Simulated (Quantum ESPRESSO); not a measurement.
# CaO (Lime): phonon frequency against volume, with a fit

Aim: the Grüneisen parameter and the pressure coefficient of an optical mode of CaO (Lime).

Method: DFT LDA, scalar-relativistic, plane waves, PseudoDojo norm-conserving pseudopotentials, in Quantum ESPRESSO 7.5.

## (1) The relaxed structure

It takes space group Fm-3m (No. 225, cubic). The conventional cell has a = 4.704 Å, b = 4.704 Å, c = 4.704 Å, α = 90.00°, β = 90.00°, γ = 90.00°. Nearest to Ca lie 6 O at 2.35 Å. Nearest to O lie 6 Ca at 2.35 Å. Farther neighbours and most contacts between anions are not listed.

As a file:

```
CELL_PARAMETERS angstrom
-2.35206 0.00000 2.35206
0.00000 2.35206 2.35206
-2.35206 2.35206 0.00000
ATOMIC_POSITIONS crystal
Ca 0.00000 0.00000 0.00000
O 0.50000 0.50000 0.50000
```

This is the cell after its relaxation at this level of theory, not the database cell from which that began.

## (2) Runs at several volumes

The relaxed cell is scaled uniformly; in this structure symmetry fixes all atoms, so nothing has to be relaxed anew. Each volume gets a ground state and a response at Γ. The mode followed is the highest one without the macroscopic field, of symmetry T1u; longitudinal polar modes lie higher. Cutoff 92 Ry, k mesh 8×8×8.

From the response at V/V₀ = 0.94:

Output:

```text
[banners, grids, parts of the stress and lines that vanish by symmetry left out]
Program PHONON v.7.5
     Reading xml data from directory:

[...]
Exchange-correlation= PW
                           (   1   4   0   0   0   0   0)
[...]
kinetic-energy cut-off    =      92.0000  Ry
     charge density cut-off    =     368.0000  Ry
     convergence threshold     =      1.0E-18
[...]
Exchange-correlation= PW
                           (   1   4   0   0   0   0   0)
[...]
q = (   0.0000000   0.0000000   0.0000000 )
     49 Sym.Ops. (with q -> -q+G )
     G cutoff =  353.4265  (  19603 G-vectors)     FFT grid: ( 40, 40, 40)
     number of k points=    29
[...]
Mode symmetry, O_h (m-3m)  point group:
[...]
Dielectric constant
[...]
End of electric fields calculation
          Dielectric constant in cartesian axis
          (       3.921201226      -0.000000000       0.000000000 )
          (      -0.000000000       3.921201226      -0.000000000 )
          (       0.000000000      -0.000000000       3.921201226 )
          Effective charges (d Force / dE) in cartesian axis without acoustic sum rule applied (asr)
           atom    1  Ca    Mean Z*:        2.40857
      Ex  (        2.40857       -0.00000       -0.00000 )
      Ey  (        0.00000        2.40857        0.00000 )
      Ez  (       -0.00000        0.00000        2.40857 )
           atom    2  O     Mean Z*:       -2.40852
      Ex  (       -2.40852        0.00000        0.00000 )
      Ey  (        0.00000       -2.40852       -0.00000 )
      Ez  (       -0.00000       -0.00000       -2.40852 )
          Effective charges Sum: Mean:        0.00005
[...]
Effective charges (d Force / dE) in cartesian axis with asr applied:
           atom    1  Ca    Mean Z*:        2.40855
[...]
atom    2  O     Mean Z*:       -2.40855
[...]
Representation #   1 modes #   1   2   3
[...]
End of self-consistent calculation
     Convergence has been achieved
     Representation #   2 modes #   4   5   6
[...]
End of self-consistent calculation
     Convergence has been achieved
[...]
Dielectric constant in cartesian axis
          (       3.921201226      -0.000000000       0.000000000 )
          (      -0.000000000       3.921201226      -0.000000000 )
          (       0.000000000      -0.000000000       3.921201226 )
          Effective charges (d Force / dE) in cartesian axis without acoustic sum rule applied (asr)
           atom    1  Ca    Mean Z*:        2.40857
      Ex  (        2.40857       -0.00000       -0.00000 )
      Ey  (        0.00000        2.40857        0.00000 )
      Ez  (       -0.00000        0.00000        2.40857 )
           atom    2  O     Mean Z*:       -2.40852
      Ex  (       -2.40852        0.00000        0.00000 )
      Ey  (        0.00000       -2.40852       -0.00000 )
      Ez  (       -0.00000       -0.00000       -2.40852 )
          Effective charges Sum: Mean:        0.00005
[...]
Effective charges (d Force / dE) in cartesian axis with asr applied:
           atom    1  Ca    Mean Z*:        2.40855
[...]
atom    2  O     Mean Z*:       -2.40855
[...]
q = (    0.000000000   0.000000000   0.000000000 )
[...]
freq (    1) =      -0.010962 [THz] =      -0.365651 [cm-1]
     freq (    2) =      -0.010962 [THz] =      -0.365651 [cm-1]
     freq (    3) =      -0.010962 [THz] =      -0.365651 [cm-1]
     freq (    4) =      10.081523 [THz] =     336.283423 [cm-1]
     freq (    5) =      10.081523 [THz] =     336.283423 [cm-1]
     freq (    6) =      10.081523 [THz] =     336.283423 [cm-1]
[...]
Mode symmetry, O_h (m-3m)  point group:
     freq (   1-   3) =         -0.4  [cm-1]   --> T_1u G_15  G_4- I
     freq (   4-   6) =        336.3  [cm-1]   --> T_1u G_15  G_4- I

   JOB DONE.
```

One volume, V/V₀ = 1, is held back as a test.

```
V/V₀  volume (Å³/atom)  pressure (GPa)   ω (cm⁻¹)
0.94            12.231            9.15     336.28
0.97            12.622            4.20     313.30
   1            13.012            0.00  held back
1.03            13.402           -3.58     268.96
1.06            13.793           -6.62     247.44
```

## (3) The fit

The mode Grüneisen parameter is γ = −d ln ω / d ln V.

| ln(V/V₀) | ln ω |
| --- | --- |
| -0.0619 | 5.8179 |
| -0.0305 | 5.7472 |
| 0.0296 | 5.5946 |
| 0.0583 | 5.5112 |

A straight line through these points has the slope -2.550, so γ = 2.55; at V/V₀ = 1 it predicts ω = exp(5.6648 + 0.0000) = 288.54 cm⁻¹.

A parabola of pressure against ln V through V/V₀ = 0.97, 1 and 1.03 gives the bulk modulus B = −dP/d ln V = 129 GPa at V₀. With ω₀ from the fitted line the pressure coefficient follows as dω/dP = γ ω₀ / B = 2.55 × 288.5 / 129 = 5.69 cm⁻¹/GPa.

## (4) The run that was held back

Output:

```text
[banners, grids, parts of the stress and lines that vanish by symmetry left out]
[banner, memory and clock lines left out]
Program PHONON v.7.5

[...]
Exchange-correlation= PW
                           (   1   4   0   0   0   0   0)
[...]
kinetic-energy cut-off    =      92.0000  Ry
     charge density cut-off    =     368.0000  Ry
     convergence threshold     =      1.0E-18
[...]
Exchange-correlation= PW
                           (   1   4   0   0   0   0   0)
[...]
q = (   0.0000000   0.0000000   0.0000000 )
     49 Sym.Ops. (with q -> -q+G )
     G cutoff =  368.3103  (  20875 G-vectors)     FFT grid: ( 40, 40, 40)
     number of k points=    29
[...]
Mode symmetry, O_h (m-3m)  point group:
[...]
Dielectric constant
[...]
End of electric fields calculation
          Dielectric constant in cartesian axis
          (       3.869328008      -0.000000000      -0.000000000 )
          (      -0.000000000       3.869328008      -0.000000000 )
          (      -0.000000000      -0.000000000       3.869328008 )
          Effective charges (d Force / dE) in cartesian axis without acoustic sum rule applied (asr)
           atom    1  Ca    Mean Z*:        2.37862
      Ex  (        2.37862       -0.00000       -0.00000 )
      Ey  (       -0.00000        2.37862        0.00000 )
      Ez  (       -0.00000        0.00000        2.37862 )
           atom    2  O     Mean Z*:       -2.37847
      Ex  (       -2.37847       -0.00000       -0.00000 )
      Ey  (       -0.00000       -2.37847        0.00000 )
      Ez  (       -0.00000        0.00000       -2.37847 )
[...]
Representation #   1 modes #   1   2   3
[...]
End of self-consistent calculation
     Convergence has been achieved
     Representation #   2 modes #   4   5   6
[...]
End of self-consistent calculation
     Convergence has been achieved
[...]
Dielectric constant in cartesian axis
          (       3.869328008      -0.000000000      -0.000000000 )
          (      -0.000000000       3.869328008      -0.000000000 )
          (      -0.000000000      -0.000000000       3.869328008 )
          Effective charges (d Force / dE) in cartesian axis without acoustic sum rule applied (asr)
           atom    1  Ca    Mean Z*:        2.37862
      Ex  (        2.37862       -0.00000       -0.00000 )
      Ey  (       -0.00000        2.37862        0.00000 )
      Ez  (       -0.00000        0.00000        2.37862 )
           atom    2  O     Mean Z*:       -2.37847
      Ex  (       -2.37847       -0.00000       -0.00000 )
      Ey  (       -0.00000       -2.37847        0.00000 )
      Ez  (       -0.00000        0.00000       -2.37847 )
          Effective charges Sum: Mean:        0.00015
[...]
Effective charges (d Force / dE) in cartesian axis with asr applied:
           atom    1  Ca    Mean Z*:        2.37854
[...]
atom    2  O     Mean Z*:       -2.37854
[...]
q = (    0.000000000   0.000000000   0.000000000 )
[...]
freq (    1) =      -0.028903 [THz] =      -0.964104 [cm-1]
     freq (    2) =      -0.028903 [THz] =      -0.964104 [cm-1]
     freq (    3) =      -0.028903 [THz] =      -0.964104 [cm-1]
     freq (    4) =       8.720098 [THz] =     290.871154 [cm-1]
     freq (    5) =       8.720098 [THz] =     290.871154 [cm-1]
     freq (    6) =       8.720098 [THz] =     290.871154 [cm-1]
[...]
Mode symmetry, O_h (m-3m)  point group:
     freq (   1-   3) =         -1.0  [cm-1]   --> T_1u G_15  G_4- I
     freq (   4-   6) =        290.9  [cm-1]   --> T_1u G_15  G_4- I
```

It gives 290.87 cm⁻¹ against the predicted 288.54 cm⁻¹, a miss of 2 cm⁻¹.

## (5) Outcome

```yaml
mode_grueneisen_parameter: 2.550
bulk_modulus: 129 GPa
pressure_coefficient: 5.69 cm⁻¹/GPa
```

**Reading.** The highest optical mode of CaO (Lime) without the LO-TO term stiffens by 5.69 cm⁻¹ a GPa near the relaxed volume, with γ = 2.55. The power law meets all 5 runs within 0.81 %; between neighbouring volumes γ runs from 2.25 to 2.90. Such a coefficient turns a measured shift of this mode into a hydrostatic stress; uniaxial or biaxial stress splits the mode and needs deformation potentials. These are harmonic values at zero temperature for the structure held cubic, which a run at Γ can't show to be stable; the bulk modulus rests on three points.

[Host names and launcher messages were left out of these logs when they were recorded.]

[Logs are printed without paths, hosts, clocks, repeated set-up lines and the standing remarks that a program may print on its own settings, such as how far it seeks lower states.]

[Hosts, paths, dates, database ids (printed as entryN), source tags and the programs' standing remarks are cut or masked in the printed files.]
